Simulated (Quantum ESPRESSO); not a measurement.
# GaN (P6_3mc): optical modes of a strained layer

How do the zone-centre modes of GaN (P6_3mc) move in a layer strained in its (0001) plane?

Program: Quantum ESPRESSO 7.5. Level of theory: DFT LDA, scalar-relativistic, plane waves, GBRV ultrasoft pseudopotentials. Results are calculated unless marked as measured.

The database entry behind the starting cell differs from later determinations by our own check (about 0.3 % short, ideal inner coordinate), so it need not match the best structure at ambient conditions.

## 1. The relaxed structure

Symmetry: P6_3mc, No. 186, hexagonal system. Conventional cell: a = 3.155 Å, b = 3.155 Å, c = 5.145 Å, α = 90.00°, β = 90.00°, γ = 120.00°. Nearest to Ga lie 4 N at 1.93 to 1.94 Å. Nearest to N lie 4 Ga at 1.93 to 1.94 Å. Farther neighbours and most contacts between anions are not listed.

This is the cell after its relaxation at this level of theory, not the database cell from which that began.

## 2. Strained cells

The in-plane lattice vectors are held at a strain ε, as on a substrate; the length along z is set so that σ_zz vanishes, and the atoms are relaxed. Modes are taken without the LO-TO term. Cutoff 50 Ry, k mesh 9×9×6.

From the response at ε = -0.03:

The log of the run:

```text
[banners, grids, parts of the stress and lines that vanish by symmetry left out]
Program PHONON v.7.5
     Reading xml data from directory:

[...]
Exchange-correlation= PZ
                           (   1   1   0   0   0   0   0)
[...]
kinetic-energy cut-off    =      50.0000  Ry
     charge density cut-off    =     400.0000  Ry
     convergence threshold     =      1.0E-18
[...]
Exchange-correlation= PZ
                           (   1   1   0   0   0   0   0)
[...]
q = (   0.0000000   0.0000000   0.0000000 )
     13 Sym.Ops. (with q -> -q+G )
     G cutoff =  338.9669  (  38775 G-vectors)     FFT grid: ( 40, 40, 64)
     G cutoff =  169.4835  (  13611 G-vectors)  smooth grid: ( 27, 27, 48)
     number of k points=    48
[...]
Mode symmetry, C_6v (6mm)  point group:
[...]
Dielectric constant
[...]
End of electric fields calculation
          Dielectric constant in cartesian axis
          (       5.424957515      -0.000000000       0.000000000 )
          (      -0.000000000       5.424957518      -0.000000000 )
          (       0.000000000      -0.000000000       5.847309349 )
          Effective charges (d Force / dE) in cartesian axis without acoustic sum rule applied (asr)
           atom    1  Ga    Mean Z*:        2.60898
      Ex  (        2.55163       -0.00000       -0.00000 )
      Ey  (        0.00000        2.55163       -0.00000 )
      Ez  (       -0.00000        0.00000        2.72370 )
           atom    2  Ga    Mean Z*:        2.60898
      Ex  (        2.55163       -0.00000        0.00000 )
      Ey  (        0.00000        2.55163        0.00000 )
      Ez  (        0.00000       -0.00000        2.72370 )
           atom    3  N     Mean Z*:       -2.61204
      Ex  (       -2.55585        0.00000        0.00000 )
      Ey  (        0.00000       -2.55585       -0.00000 )
      Ez  (        0.00000       -0.00000       -2.72440 )
           atom    4  N     Mean Z*:       -2.61204
      Ex  (       -2.55585        0.00000       -0.00000 )
      Ey  (        0.00000       -2.55585       -0.00000 )
      Ez  (        0.00000       -0.00000       -2.72440 )
          Effective charges Sum: Mean:       -0.00611
[...]
Effective charges (d Force / dE) in cartesian axis with asr applied:
           atom    1  Ga    Mean Z*:        2.61051
[...]
atom    2  Ga    Mean Z*:        2.61051
[...]
atom    3  N     Mean Z*:       -2.61051
[...]
atom    4  N     Mean Z*:       -2.61051
[...]
Representation #   1 mode #   1
[...]
End of self-consistent calculation
[...]
Convergence has been achieved
     Representation #   7 modes #   9  10
[...]
End of self-consistent calculation
     Convergence has been achieved
     Representation #   8 modes #  11  12
[...]
End of self-consistent calculation
     Convergence has been achieved
[...]
Dielectric constant in cartesian axis
          (       5.424957515      -0.000000000       0.000000000 )
          (      -0.000000000       5.424957518      -0.000000000 )
          (       0.000000000      -0.000000000       5.847309349 )
          Effective charges (d Force / dE) in cartesian axis without acoustic sum rule applied (asr)
           atom    1  Ga    Mean Z*:        2.60898
      Ex  (        2.55163       -0.00000       -0.00000 )
      Ey  (        0.00000        2.55163       -0.00000 )
      Ez  (       -0.00000        0.00000        2.72370 )
           atom    2  Ga    Mean Z*:        2.60898
      Ex  (        2.55163       -0.00000        0.00000 )
      Ey  (        0.00000        2.55163        0.00000 )
      Ez  (        0.00000       -0.00000        2.72370 )
           atom    3  N     Mean Z*:       -2.61204
      Ex  (       -2.55585        0.00000        0.00000 )
      Ey  (        0.00000       -2.55585       -0.00000 )
      Ez  (        0.00000       -0.00000       -2.72440 )
           atom    4  N     Mean Z*:       -2.61204
      Ex  (       -2.55585        0.00000       -0.00000 )
      Ey  (        0.00000       -2.55585       -0.00000 )
      Ez  (        0.00000       -0.00000       -2.72440 )
          Effective charges Sum: Mean:       -0.00611
[...]
Effective charges (d Force / dE) in cartesian axis with asr applied:
           atom    1  Ga    Mean Z*:        2.61051
[...]
atom    2  Ga    Mean Z*:        2.61051
[...]
atom    3  N     Mean Z*:       -2.61051
[...]
atom    4  N     Mean Z*:       -2.61051
[...]
q = (    0.000000000   0.000000000   0.000000000 )
[...]
freq (    1) =      -0.250130 [THz] =      -8.343446 [cm-1]
     freq (    2) =      -0.250130 [THz] =      -8.343446 [cm-1]
     freq (    3) =      -0.246731 [THz] =      -8.230069 [cm-1]
     freq (    4) =       4.026166 [THz] =     134.298448 [cm-1]
     freq (    5) =       4.026166 [THz] =     134.298448 [cm-1]
     freq (    6) =      10.587906 [THz] =     353.174545 [cm-1]
     freq (    7) =      17.232315 [THz] =     574.808148 [cm-1]
     freq (    8) =      17.951747 [THz] =     598.805813 [cm-1]
     freq (    9) =      17.951747 [THz] =     598.805813 [cm-1]
     freq (   10) =      18.237612 [THz] =     608.341251 [cm-1]
     freq (   11) =      18.237612 [THz] =     608.341251 [cm-1]
     freq (   12) =      21.834790 [THz] =     728.330201 [cm-1]
[...]
Mode symmetry, C_6v (6mm)  point group:
     freq (   1-   2) =         -8.3  [cm-1]   --> E_1             I+R
     freq (   3-   3) =         -8.2  [cm-1]   --> A_1             I+R
     freq (   4-   5) =        134.3  [cm-1]   --> E_2             R
     freq (   6-   6) =        353.2  [cm-1]   --> B_1
     freq (   7-   7) =        574.8  [cm-1]   --> A_1             I+R
     freq (   8-   9) =        598.8  [cm-1]   --> E_1             I+R
     freq (  10-  11) =        608.3  [cm-1]   --> E_2             R
     freq (  12-  12) =        728.3  [cm-1]   --> B_1

   JOB DONE.
```

The run at ε = 0.02 is held back.

| ε | ε_zz | σ_xx (GPa, tension positive) | E2(high) (cm⁻¹) | A1(TO) (cm⁻¹) |
| --- | --- | --- | --- | --- |
| -0.03 | 0.0151 | -14.97 | 608.34 | 574.81 |
| -0.02 | 0.0100 | -9.60 | 596.24 | 561.07 |
| -0.01 | 0.0049 | -4.56 | 583.16 | 548.79 |
| 0 | 0.0000 | 0.16 | 569.14 | 538.10 |
| 0.01 | -0.0049 | 4.53 | 554.55 | 528.44 |
| 0.02 | -0.0098 | 8.57 | held back | held back |
| 0.03 | -0.0147 | 12.29 | 523.45 | 513.32 |

## 3. The fit

Parabolas ω = ω₀ + a ε + b ε² through the other rows:

| mode | ω₀ (cm⁻¹) | a (cm⁻¹) | b (cm⁻¹) |
| --- | --- | --- | --- |
| E2(high) | 569.2 | -1418 | -3660 |
| A1(TO) | 538.0 | -1023 | 6733 |

The biaxial modulus, the linear term of σ_xx, is 454 GPa, so the E2(high) mode moves by a/M = -3.1 cm⁻¹ a GPa of tensile stress. The ratio −ε_zz/ε near zero is 0.50. For ε = 0.02 the fits predict 539.40 and 520.21 cm⁻¹.

## 4. The run that was held back

The log of the run:

```text
[banners, grids, parts of the stress and lines that vanish by symmetry left out]
[banner, memory and clock lines left out]
Program PHONON v.7.5

[...]
Exchange-correlation= PZ
                           (   1   1   0   0   0   0   0)
[...]
kinetic-energy cut-off    =      50.0000  Ry
     charge density cut-off    =     400.0000  Ry
     convergence threshold     =      1.0E-18
[...]
Exchange-correlation= PZ
                           (   1   1   0   0   0   0   0)
[...]
q = (   0.0000000   0.0000000   0.0000000 )
     13 Sym.Ops. (with q -> -q+G )
     G cutoff =  374.8126  (  41707 G-vectors)     FFT grid: ( 40, 40, 64)
     G cutoff =  187.4063  (  14797 G-vectors)  smooth grid: ( 27, 27, 48)
     number of k points=    48
[...]
Mode symmetry, C_6v (6mm)  point group:
[...]
Dielectric constant
[...]
End of electric fields calculation
          Dielectric constant in cartesian axis
          (       5.860246813       0.000000001       0.000000000 )
          (       0.000000001       5.860246814       0.000000000 )
          (       0.000000000       0.000000000       5.854501514 )
          Effective charges (d Force / dE) in cartesian axis without acoustic sum rule applied (asr)
           atom    1  Ga    Mean Z*:        2.66179
      Ex  (        2.62212       -0.00000        0.00000 )
      Ey  (       -0.00000        2.62212        0.00000 )
      Ez  (       -0.00000       -0.00000        2.74113 )
           atom    2  Ga    Mean Z*:        2.66179
      Ex  (        2.62212       -0.00000       -0.00000 )
[...]
atom    4  N     Mean Z*:       -2.66515
      Ex  (       -2.62652       -0.00000        0.00000 )
      Ey  (       -0.00000       -2.62652       -0.00000 )
      Ez  (       -0.00000        0.00000       -2.74241 )
          Effective charges Sum: Mean:       -0.00672
[...]
Effective charges (d Force / dE) in cartesian axis with asr applied:
           atom    1  Ga    Mean Z*:        2.66347
[...]
atom    2  Ga    Mean Z*:        2.66347
[...]
atom    3  N     Mean Z*:       -2.66347
[...]
atom    4  N     Mean Z*:       -2.66347
[...]
q = (    0.000000000   0.000000000   0.000000000 )
[...]
freq (    1) =      -0.280351 [THz] =      -9.351510 [cm-1]
     freq (    2) =      -0.256639 [THz] =      -8.560554 [cm-1]
     freq (    3) =      -0.256639 [THz] =      -8.560554 [cm-1]
     freq (    4) =       4.223912 [THz] =     140.894540 [cm-1]
     freq (    5) =       4.223912 [THz] =     140.894540 [cm-1]
     freq (    6) =       9.767936 [THz] =     325.823261 [cm-1]
     freq (    7) =      15.596934 [THz] =     520.257712 [cm-1]
     freq (    8) =      15.876199 [THz] =     529.572990 [cm-1]
     freq (    9) =      15.876199 [THz] =     529.572990 [cm-1]
     freq (   10) =      16.166141 [THz] =     539.244432 [cm-1]
     freq (   11) =      16.166141 [THz] =     539.244433 [cm-1]
     freq (   12) =      20.421823 [THz] =     681.198688 [cm-1]
[...]
Mode symmetry, C_6v (6mm)  point group:
     freq (   1-   1) =         -9.4  [cm-1]   --> A_1             I+R
     freq (   2-   3) =         -8.6  [cm-1]   --> E_1             I+R
     freq (   4-   5) =        140.9  [cm-1]   --> E_2             R
     freq (   6-   6) =        325.8  [cm-1]   --> B_1
     freq (   7-   7) =        520.3  [cm-1]   --> A_1             I+R
     freq (   8-   9) =        529.6  [cm-1]   --> E_1             I+R
     freq (  10-  11) =        539.2  [cm-1]   --> E_2             R
     freq (  12-  12) =        681.2  [cm-1]   --> B_1
```

It gives 539.24 and 520.26 cm⁻¹.

## 5. Results

```json
{
  "strain coefficient of the E2(high) mode": "-1418 cm⁻¹",
  "strain coefficient of the A1(TO) mode": "-1023 cm⁻¹",
  "biaxial modulus": "454 GPa"
}
```

In words: One per cent of tensile strain moves the E2(high) mode of GaN (P6_3mc) by -14.2 cm⁻¹ and the A1(TO) mode by -10.2 cm⁻¹; the fits miss the run held back by up to 0.16 cm⁻¹. At 3 % strain the quadratic term is 8 % of the linear one for the E2(high) mode and 20 % for the A1(TO) mode. These are harmonic values at zero temperature, without the LO-TO term, for a homogeneous, dislocation-free layer.

[Host names and launcher messages were left out of these logs when they were recorded.]

[Logs are printed without paths, hosts, clocks, repeated set-up lines and the standing remarks that a program may print on its own settings, such as how far it seeks lower states.]

[Hosts, paths, dates, database ids (printed as entryN), source tags and the programs' standing remarks are cut or masked in the printed files.]
